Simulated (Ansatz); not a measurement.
# Na on Rh(111): change of the work function, part 3 of 3

How does Na on the fcc site change the work function of Rh(111) as the layer fills?

Ansatz 0.2.0; plane-wave DFT, PBE, Ansatz PAW.

So far, work function, upper face (eV): step 2 (the clean slab) 5.17; step 3 (37 atoms, coverage 0.111 ML, cell 3x3) 2.88.

### Step 4. The covered slab, k-mesh 6×6×1, coverage 0.25 ML

System of this step: Na/Rh(111). The cell holds 17 atoms: 16 Rh and 1 Na. Its edges and angles: a = 5.374 Å, b = 5.374 Å, c = 27.341 Å, α = 90.0°, β = 90.0°, γ = 60.0°. Vacuum lies along c.

Another coverage, to see how the dipoles act on each other as their distance changes.

input.yaml reads:

```yaml
crystal:
  lattice:
    - [5.374011537, -1.0e-10, 0.0]
    - [2.6870057685, 4.6540305112, 0.0]
    - [0.0, 0.0, 27.3410211784]
  atoms:
    - { symbol: Rh, position: [0.0, 0.0, 0.3291757079] }
    - { symbol: Rh, position: [0.1666666667, 0.1666666667, 0.4094189075] }
    - { symbol: Rh, position: [0.3333333333, 0.3333333333, 0.4895240732] }
    - { symbol: Rh, position: [0.0, 0.0, 0.5696133429] }
    - { symbol: Rh, position: [0.0, 0.5, 0.3291757079] }
    - { symbol: Rh, position: [0.1666666667, 0.6666666667, 0.4094189075] }
    - { symbol: Rh, position: [0.3333333333, 0.8333333333, 0.4895240732] }
    - { symbol: Rh, position: [0.0, 0.5, 0.5696133429] }
    - { symbol: Rh, position: [0.5, 0.0, 0.3291757079] }
    - { symbol: Rh, position: [0.6666666667, 0.1666666667, 0.4094189075] }
    - { symbol: Rh, position: [0.8333333333, 0.3333333333, 0.4895240732] }
    - { symbol: Rh, position: [0.5, 0.0, 0.5696133429] }
    - { symbol: Rh, position: [0.5, 0.5, 0.3291757079] }
    - { symbol: Rh, position: [0.6666666667, 0.6666666667, 0.4094189075] }
    - { symbol: Rh, position: [0.8333333333, 0.8333333333, 0.4895240732] }
    - { symbol: Rh, position: [0.5, 0.5, 0.5696133429] }
    - { symbol: Na, position: [0.1666666667, 0.1666666667, 0.6708242921] }
kpoints:
  mp_grid: { grid: [6, 6, 1] }
hamiltonian:
  xc: pbe
scf:
  occupations: { method: fermi_dirac, width: 0.1 }
  convergence: { dr2_threshold: 1.0e-08 }
efield:
  axis: 3
  dipole_correction: true
  ramp_position: 0.97
  ramp_width: 0.06
relax:
  f_tol: 0.02
  max_steps: 60
  constraints: [{ sites: [0, 1, 4, 5, 8, 9, 12, 13] }]
output:
  dos: { projected: true, e_range: [-8, 4] }
  write_potential: true
  write_density: true
  volumetric_format: npy
  elf: true
```

Launch:

```bash
> ansatz run input.yaml --threads 4 --pin off --max-ram 16384MiB --backend cpu --events-out ev --progress --plain --runs-dir out
```

Standard output:

```text
[...]
Crystal: 17 atoms, lattice volume = 683.821 Å³
Basis set: ecut = 420 eV, 13225 PW (Γ), exchange–correlation on 72×72×384 points (8 copies of the dense FFT grid, shifted against one another)
Bands: 169, of which v1, the nominal top of the filled ones, is band 141 counted from 1 (140 counted from 0)
Symmetry: 6 space group operations
[...]
k-points: 7 of 36 (time reversal used)
[...]
SCF iter   1: F=—  HF=-103927.466455 eV  |F-HF|=—  |Δ(HF+E_count)|=         —  Δρ=6.25e-3  dr2=4.76e0  ethr=1.77e-3  p=0.371 e·Å  D=9.82e-2 V/Å  ΔV_dip=-2.68 eV  dr2_dipole=2.36e0  V_vac-E_F(+/−)=2.25/4.94 eV  ⟨swp⟩=7.7  Hψ=4837  notcnv=0  defer=16
[...]
SCF iter  11: F=-103927.433690 eV  HF=-103927.433690 eV  |F-HF|=1.46e-8  |Δ(HF+E_count)|=   4.76e-9  Δρ=4.57e-7  dr2=2.54e-9  ethr=3.56e-12  p=0.461 e·Å  D=1.22e-1 V/Å  ΔV_dip=-3.33 eV  dr2_dipole=1.77e-11  V_vac-E_F(+/−)=1.84/5.17 eV  ⟨swp⟩=14.3  Hψ=8146  notcnv=0
SCF 1 converged in 11 iterations: F = -103927.433690 eV  dr2 = 2.54e-9
[...]
relax step   1: F+E_penalty+E_count = -103927.43368970 eV  Δ(F+E_penalty+E_count) = +0.000e0 eV  max|allowed force component| = 6.641e-1 eV/Å  Δτ_max = 0.0000 Å  (11 SCF iters, accepted)
[...]
SCF iter  10: F=-103927.511934 eV  HF=-103927.511934 eV  |F-HF|=1.34e-8  |Δ(HF+E_count)|=   2.81e-8  Δρ=6.28e-7  dr2=5.51e-9  ethr=3.56e-12  p=0.475 e·Å  D=1.26e-1 V/Å  ΔV_dip=-3.43 eV  dr2_dipole=1.90e-10  V_vac-E_F(+/−)=1.74/5.17 eV  ⟨swp⟩=13.9  Hψ=8457  notcnv=0
SCF 2 converged in 10 iterations: F = -103927.511934 eV  dr2 = 5.51e-9
[...]
relax step   2: F+E_penalty+E_count = -103927.51193437 eV  Δ(F+E_penalty+E_count) = -7.824e-2 eV  max|allowed force component| = 5.046e-1 eV/Å  Δτ_max = 0.1146 Å  (10 SCF iters, accepted)
[...]
SCF iter  10: F=-103927.568880 eV  HF=-103927.568880 eV  |F-HF|=2.99e-8  |Δ(HF+E_count)|=   3.24e-8  Δρ=5.17e-7  dr2=2.66e-9  ethr=3.56e-12  p=0.477 e·Å  D=1.26e-1 V/Å  ΔV_dip=-3.45 eV  dr2_dipole=8.75e-12  V_vac-E_F(+/−)=1.72/5.17 eV  ⟨swp⟩=14.0  Hψ=8311  notcnv=0
SCF 3 converged in 10 iterations: F = -103927.568880 eV  dr2 = 2.66e-9
relax step   3: F+E_penalty+E_count = -103927.56888019 eV  Δ(F+E_penalty+E_count) = -5.695e-2 eV  max|allowed force component| = 5.163e-2 eV/Å  Δτ_max = 0.1966 Å  (10 SCF iters, accepted)
[...]
relax step   4: F+E_penalty+E_count = -103927.56969312 eV  Δ(F+E_penalty+E_count) = -8.129e-4 eV  max|allowed force component| = 3.196e-2 eV/Å  Δτ_max = 0.0246 Å  (9 SCF iters, accepted)
SCF iter   1: F=—  HF=-103927.568769 eV  |F-HF|=—  |Δ(HF+E_count)|=         —  Δρ=5.15e-4  dr2=5.24e-3  ethr=1.43e-5  p=0.476 e·Å  D=1.26e-1 V/Å  ΔV_dip=-3.45 eV  dr2_dipole=1.72e-3  V_vac-E_F(+/−)=1.73/5.17 eV  ⟨swp⟩=2.0  Hψ=2095  notcnv=0  defer=28
[...]
SCF iter   8: F=-103927.570084 eV  HF=-103927.570084 eV  |F-HF|=1.08e-8  |Δ(HF+E_count)|=   8.19e-9  Δρ=4.10e-7  dr2=2.94e-9  ethr=3.56e-12  p=0.477 e·Å  D=1.26e-1 V/Å  ΔV_dip=-3.45 eV  dr2_dipole=5.06e-10  V_vac-E_F(+/−)=1.72/5.17 eV  ⟨swp⟩=12.7  Hψ=8491  notcnv=0
SCF 5 converged in 8 iterations: F = -103927.570084 eV  dr2 = 2.94e-9
relax step   5: F+E_penalty+E_count = -103927.57008447 eV  Δ(F+E_penalty+E_count) = -3.913e-4 eV  max|allowed force component| = 4.470e-3 eV/Å  Δτ_max = 0.0091 Å  (8 SCF iters, accepted)
[...]
SCF converged after 8 iterations
Free energy (F): -103927.570084 eV
[...]
Internal energy: -103926.695570 eV  (E = F + TS)
E sigma→0 (E₀):  -103927.132827 eV
Entropy (-TS):   -0.874514 eV (-51.442 meV/atom)
Fermi energy:    5.126338 eV
Dipole field:    D = 0.126141 V/Å  (p = 0.476693 e·Å, saw-weighted, corrected)
Work function:   Φ+ = 1.7229 eV   Φ− = 5.1718 eV
[...]
--- Forces (eV/Å), atoms counted from 1 ---
  atom   1  Rh     0.00460752     0.00266015     0.05350110
  atom   2  Rh     0.00000000    -0.00000000     0.00487245
  atom   3  Rh    -0.00037260    -0.00021512     0.00098002
  atom   4  Rh    -0.00154329    -0.00089102     0.00062996
  atom   5  Rh    -0.00000000    -0.00532031     0.05350110
  atom   6  Rh     0.04254344    -0.02456247    -0.07741812
  atom   7  Rh     0.00000000     0.00043024     0.00098002
  atom   8  Rh     0.00000000     0.00178204     0.00062996
  atom   9  Rh    -0.00460752     0.00266015     0.05350110
  atom  10  Rh     0.00000000     0.04912493    -0.07741812
  atom  11  Rh     0.00037260    -0.00021512     0.00098002
  atom  12  Rh     0.00154329    -0.00089102     0.00062996
  atom  13  Rh     0.00000000     0.00000000     0.06488168
  atom  14  Rh    -0.04254344    -0.02456247    -0.07741812
  atom  15  Rh    -0.00000000     0.00000000    -0.00447006
  atom  16  Rh    -0.00000000     0.00000000     0.00043268
  atom  17  Na     0.00000000    -0.00000000     0.00121520
  max |Σ_I F_I| component: 1.08e-5 eV/Å
--- Band table (eV; the first three rows and the last of 7) ---
  k-point 0: bands = [... 137 lower, 5.4875, 5.5836, 5.5836, 5.6703, 5.7327, 5.7327, 5.7363, 5.8900, ... 24 higher]
  k-point 1: bands = [... 137 lower, 5.3787, 5.4012, 5.4058, 5.4748, 5.5139, 5.5211, 5.5740, 5.5980, ... 24 higher]
  k-point 2: bands = [... 137 lower, 4.7125, 4.8514, 5.0322, 5.0741, 5.1065, 5.1878, 5.2029, 5.2409, ... 24 higher]
  k-point 6: bands = [... 137 lower, 4.8597, 4.8708, 4.8829, 4.9206, 4.9235, 5.2305, 5.2510, 5.2840, ... 24 higher]
--- Relaxed structure (5 steps of the walk, 5 accepted, 0 SCFs on fresh bases) ---
  F+E_penalty+E_count = -103927.57008447 eV   max|allowed force component| = 4.470e-3 eV/Å
  atoms:
    - { symbol: Rh, position: [-1.795949e-17, -1.795949e-17, 0.3291757079] }
    - { symbol: Rh, position: [0.166667, 0.166667, 0.4094189075] }
    - { symbol: Rh, position: [0.333531, 0.333531, 0.490096] }
    - { symbol: Rh, position: [-0.00192045, -0.00192045, 0.569645] }
    - { symbol: Rh, position: [0.0, 0.500000, 0.3291757079] }
    - { symbol: Rh, position: [0.166667, 0.666667, 0.4094189075] }
    - { symbol: Rh, position: [0.333531, 0.832938, 0.490096] }
    - { symbol: Rh, position: [-0.00192045, 0.503841, 0.569645] }
    - { symbol: Rh, position: [0.500000, -1.795949e-17, 0.3291757079] }
    - { symbol: Rh, position: [0.666667, 0.166667, 0.4094189075] }
    - { symbol: Rh, position: [0.832938, 0.333531, 0.490096] }
    - { symbol: Rh, position: [0.503841, -0.00192045, 0.569645] }
    - { symbol: Rh, position: [0.500000, 0.500000, 0.3291757079] }
    - { symbol: Rh, position: [0.666667, 0.666667, 0.4094189075] }
    - { symbol: Rh, position: [0.833333, 0.833333, 0.488981] }
    - { symbol: Rh, position: [0.500000, 0.500000, 0.571725] }
    - { symbol: Na, position: [0.166667, 0.166667, 0.658872] }
```

It took 2.5 min on 4 threads of Arm Neoverse V1, shared host; peak memory 2.7 GiB; 9.7 min of CPU time.

Step by step:

```tsv
step	energy less that of the first step (eV)	largest force component (eV/Å)
1	0.0000	0.6641
2	-0.0782	0.5046
3	-0.1352	0.0516
4	-0.1360	0.0320
5	-0.1364	0.0045
```

Forces are held to the 6 operations that the program found; a distortion that breaks them can't arise in this run.

The atoms that moved most (Å):

```tsv
atom	dx	dy	dz	length
Na17	0.000	0.000	-0.327	0.327
Rh16	0.000	0.000	0.058	0.058
Rh4	-0.015	-0.009	0.001	0.018
Rh8	0.000	0.018	0.001	0.018
Rh12	0.015	-0.009	0.001	0.018
Rh3	0.002	0.001	0.016	0.016
Rh7	0.000	-0.002	0.016	0.016
Rh11	-0.002	0.001	0.016	0.016
```

Final coordinates:

```xyz
17
Lattice="5.3740 0.0000 0.0000 2.6870 4.6540 0.0000 0.0000 0.0000 27.3410" Properties=species:S:1:pos:R:3
Rh    0.0000    0.0000    9.0000
Rh    1.3435    0.7757   11.1939
Rh    2.6886    1.5523   13.3997
Rh   -0.0155   -0.0089   15.5747
Rh    1.3435    2.3270    9.0000
Rh    2.6870    3.1027   11.1939
Rh    4.0305    3.8765   13.3997
Rh    1.3435    2.3449   15.5747
Rh    2.6870    0.0000    9.0000
Rh    4.0305    0.7757   11.1939
Rh    5.3724    1.5523   13.3997
Rh    2.7025   -0.0089   15.5747
Rh    4.0305    2.3270    9.0000
Rh    5.3740    3.1027   11.1939
Rh    6.7175    3.8784   13.3692
Rh    4.0305    2.3270   15.6316
Na    1.3435    0.7757   18.0142
```

Read from the output:

```yaml
energy_at_zero_smearing: -103927.1328 eV
work_function_upper_face: 1.723 eV
work_function_lower_face: 5.172 eV
dipole_along_the_normal: 0.4767 e·Å
step_between_the_vacuum_levels: -3.449 eV
```

Running mean over 2.194 Å of the planar mean; the ramp of the sawtooth is left out. Electron's electrostatic potential energy less the Fermi level against z:

z (Å), electron's electrostatic potential energy less the Fermi level (eV) and a bar from the least value:
```
      3.5        5.2 ##############################
      4.0        5.2 ##############################
      4.5        5.2 ##############################
      5.0        5.2 ##############################
      5.5        5.2 ##############################
      6.0        5.1 ##############################
      6.5        4.9 ##############################
      7.0        4.2 ############################
      7.5        1.0 #######################
      8.0       -5.6 #############
      8.5      -11.0 ####
      9.0      -12.7 #
      9.5      -13.0 
     10.0      -13.1 
     10.5      -13.1 
     11.0      -13.2 
     11.5      -13.2 
     12.0      -13.2 
     12.5      -13.2 
     13.0      -13.2 
     13.5      -13.2 
     14.0      -13.1 
     14.5      -13.0 
     15.0      -13.0 
     15.5      -12.8 #
     16.0      -11.7 ###
     16.5       -7.4 #########
     17.0       -1.9 ##################
     17.5        0.7 #######################
     18.0        0.8 #######################
     18.5        0.5 ######################
     19.0        0.7 #######################
     19.5        1.3 ########################
     20.0        1.6 ########################
     20.5        1.6 ########################
     21.0        1.7 ########################
     21.5        1.7 ########################
     22.0        1.7 ########################
     22.5        1.7 ########################
     23.0        1.7 ########################
     23.5        1.7 ########################
     24.0        1.7 ########################
```

The density of states has structure finer than the step of the table below, so its rows give means over 0.25 eV. Peaks (eV: height): -3.850: 58.5, -2.770: 94.9, -2.620: 46.1, -2.350: 49.5, -1.680: 63.8, -0.690: 48.4, 0.120: 46.8.

Table of density of states by energy, zero at the Fermi level; means over each step:

energy (eV), density of states (states/eV a cell) and a bar:
```
    -7.75        0.0 
    -7.50        0.1 
    -7.25        0.9 #
    -7.00        0.9 #
    -6.75        1.0 #
    -6.50        1.1 #
    -6.25        1.7 #
    -6.00        4.2 ###
    -5.75       10.1 #######
    -5.50       20.6 ###############
    -5.25       24.7 ##################
    -5.00       28.0 #####################
    -4.75       22.1 ################
    -4.50       23.8 ##################
    -4.25       21.1 ################
    -4.00       16.3 ############
    -3.75       23.2 #################
    -3.50       17.9 #############
    -3.25       18.2 #############
    -3.00       26.5 ###################
    -2.75       40.7 ##############################
    -2.50       28.7 #####################
    -2.25       29.2 #####################
    -2.00       26.2 ###################
    -1.75       23.8 ##################
    -1.50       30.0 ######################
    -1.25       18.3 #############
    -1.00       22.9 #################
    -0.75       30.6 #######################
    -0.50       28.3 #####################
    -0.25       21.3 ################
     0.00       25.8 ###################
     0.25       33.2 ########################
     0.50       28.6 #####################
     0.75       18.8 ##############
     1.00        6.9 #####
     1.25        5.4 ####
     1.50        6.0 ####
     1.75        9.3 #######
```

Projected DOS per atom over height of the atomic layer and energy from the Fermi level. Layers: Rh4 Rh4 Rh4 Rh4 Na from below.

Ten even steps from '_' (0.00 states/eV) to '@' (2.35 states/eV), each cell a mean:
```
........::
..__....::
--------::
##%%%%**..
##++++##__
%%****%%__
##==++##__
##++****..
##====##..
@@****@@__
@@%%%%@@__
==****++__
==++++++__
++====++__
++**++++__
==@@@@==__
::####::__
__::::____
__________
__________
__________
__________
```
Columns: height of the atomic layer (Å) from 9 to 18.0 (not evenly spaced); rows upwards: energy from the Fermi level (eV) from -7.96 to 1.95.

ELF in the ca plane at fractional y = 0.167, with atoms of Rh and Na within 0.2 Å of it. It is the smooth field of the valence electrons, not physical close to the nuclei.

Ten even steps from '0' (0.00) to '9' (0.77), each cell a mean:
```
55323233332455333355433200000011100000000000
55322233332455333355433321000111000000000000
33233466433333322233323322111100000000000000
33333799733333222233333222111000000000000000
33334899833333222233333222111000000000000000
33333799633332222233333222111100000000000000
43332455333333322334333322111110000000000000
55323233332455333355433310000111000000000000
55322233332455333345333100000001100000000000
33233466433333322233332025520001110000000000
33333799733333222233331266761001110000000000
33334899833333222233441364572001110000000000
33333799633332222233331167761001110000000000
43332455333333222333332014410001100000000000
```
Columns run along c (16.0 Å, from fractional 0.32 to 0.91 of the cell), rows up along a (5.4 Å). Atoms in or near the plane, at fractional coordinates: Rh at (0.41, 0.17), Rh at (0.41, 0.67), Na at (0.66, 0.17).

Valence density in the ca plane at fractional y = 0.167, with atoms of Rh and Na within 0.2 Å of it. It is the smooth field of the valence electrons, not physical close to the nuclei.

Ten steps, logarithmic in the rise over the least value, from '0' (0 e/Å³) to '9' (17 e/Å³), each cell a mean:
```
55322222222455322355321000000000000000000000
54322233222355322355321000000000000000000000
33222466422333222233210000000000000000000000
22224788632222211222210000000000000000000000
22224799742222111122110000000000000000000000
22223688632222211222210000000000000000000000
44322455422333322344311000000000000000000000
55322222222355322355321000000000000000000000
54322233222355322344321000000000000000000000
33222466422333222233211124310000000000000000
22224788632222211122211268830000000000000000
22224799742222111122111389951000000000000000
22223688632222211222211268730000000000000000
43322455322333322333311112200000000000000000
```
Columns run along c (16.0 Å, from fractional 0.32 to 0.91 of the cell), rows up along a (5.4 Å). Atoms in or near the plane, at fractional coordinates: Rh at (0.41, 0.17), Rh at (0.41, 0.67), Na at (0.66, 0.17).

Electrostatic potential energy in the ca plane at fractional y = 0.167, with atoms of Rh and Na within 0.2 Å of it. With pseudopotentials it is smooth inside the atoms' cores, unlike the true potential.

Ten even steps from '0' (-57 eV) to '9' (9 eV), each cell a mean:
```
45799988999744789755799999999999999999999999
55799988999755799755799999999999999999999999
77898633689877899878899999999999999999999999
99997100279999999999999999999999999999999999
99996000069999999999999999999999999999999999
88997200379999999999999999999999999999999999
77898645799877899877899999999999999999999999
45799988999755789755799999999999999999999999
55799888999755799755799999999999999999999999
77898633689877899888899987789999999999999999
99997100279999999999999851278999999999999999
99996000069999999999999820068999999999999999
89997200279999999999999852378999999999999999
77898745799877899877899988889999999999999999
```
Columns run along c (16.0 Å, from fractional 0.32 to 0.91 of the cell; values clipped at the 3rd and 97th percentile), rows up along a (5.4 Å). Atoms in or near the plane, at fractional coordinates: Rh at (0.41, 0.17), Rh at (0.41, 0.67), Na at (0.66, 0.17).

The relaxation took 5 steps and lowered the energy by 0.14 eV; the largest force on the free atoms ends at 0.0045 eV/Å.

By hand: a sheet of dipoles makes a step −p/(ε₀A) in the electron's potential. With e/ε₀ = 180.95 V·Å, p = 0.4767 e·Å and A = 25.01 Å², that is −180.95 × (0.4767) / 25.01 = -3.449 eV, and the two vacuum levels of the run differ by -3.449 eV.

The covered face has 1.72 eV, -3.44 eV against the clean one; the bare back face has moved by +0.00 eV, a measure of how thin the slab is.

### Step 5. Work function against coverage

This step: plane-wave DFT, PBE, Ansatz PAW; work function against coverage (Ansatz 0.2.0).

The runs are now put side by side.

Numbers from this step:

```yaml
work_function_of_the_clean_face: 5.167 eV
largest_change_of_the_work_function: -3.444 eV
```

The work function of the covered face by coverage:

```tsv
coverage (adsorbates/nm²)	work function of the covered face (eV)
0.00	5.17
1.78	2.88
4.00	1.72
```

The dipole per adsorbate comes from the change of the cell's dipole. Coverage, by row:

```tsv
coverage (1/nm²)	coverage (ML)	work function (eV)	change (eV)	dipole per adsorbate, positive end outwards (debye)	mean height of the added atoms over the highest substrate atom (Å)
1.777	0.1111	2.878	-2.29	3.437	2.475
3.998	0.25	1.723	-3.444	2.288	2.383
```

### Step 6. What came out

| Property | Result |
| --- | --- |
| work function of the clean face | 5.17 eV |
| work function at 0.11 ML | 2.88 eV |
| work function at 0.25 ML | 1.72 eV |
| dipole per adsorbate at 0.11 ML, positive end outwards | 3.44 D |

In words: Na lowers the work function of Rh(111) at the lowest coverage, by 2.29 eV: the adsorbate layer has its positive end outwards. The slab has 4 layers, at the tabulated experimental lattice constant, one starting site was run, and quantum-size effects of a slab this thin can reach one or two tenths of an eV.

[Long decimals in the printed logs are rounded to 6 places.]

[Logs are printed without paths, hosts, clocks, repeated set-up lines and the standing remarks that a program may print on its own settings, such as how far it seeks lower states.]

[Hosts, paths, dates, database ids (printed as entryN), source tags and the programs' standing remarks are cut or masked in the printed files.]

[Maps of the electrostatic potential energy from Ansatz leave out the sawtooth potential of an applied field or a dipole correction, so their vacuum need not be flat; planar profiles and work functions include it.]

[The density of states shown here was stored with 400 of the rows of the run's finer table, so its peaks can read low, often by over a quarter, or be missed, and its means over a window can be off by a tenth or more.]
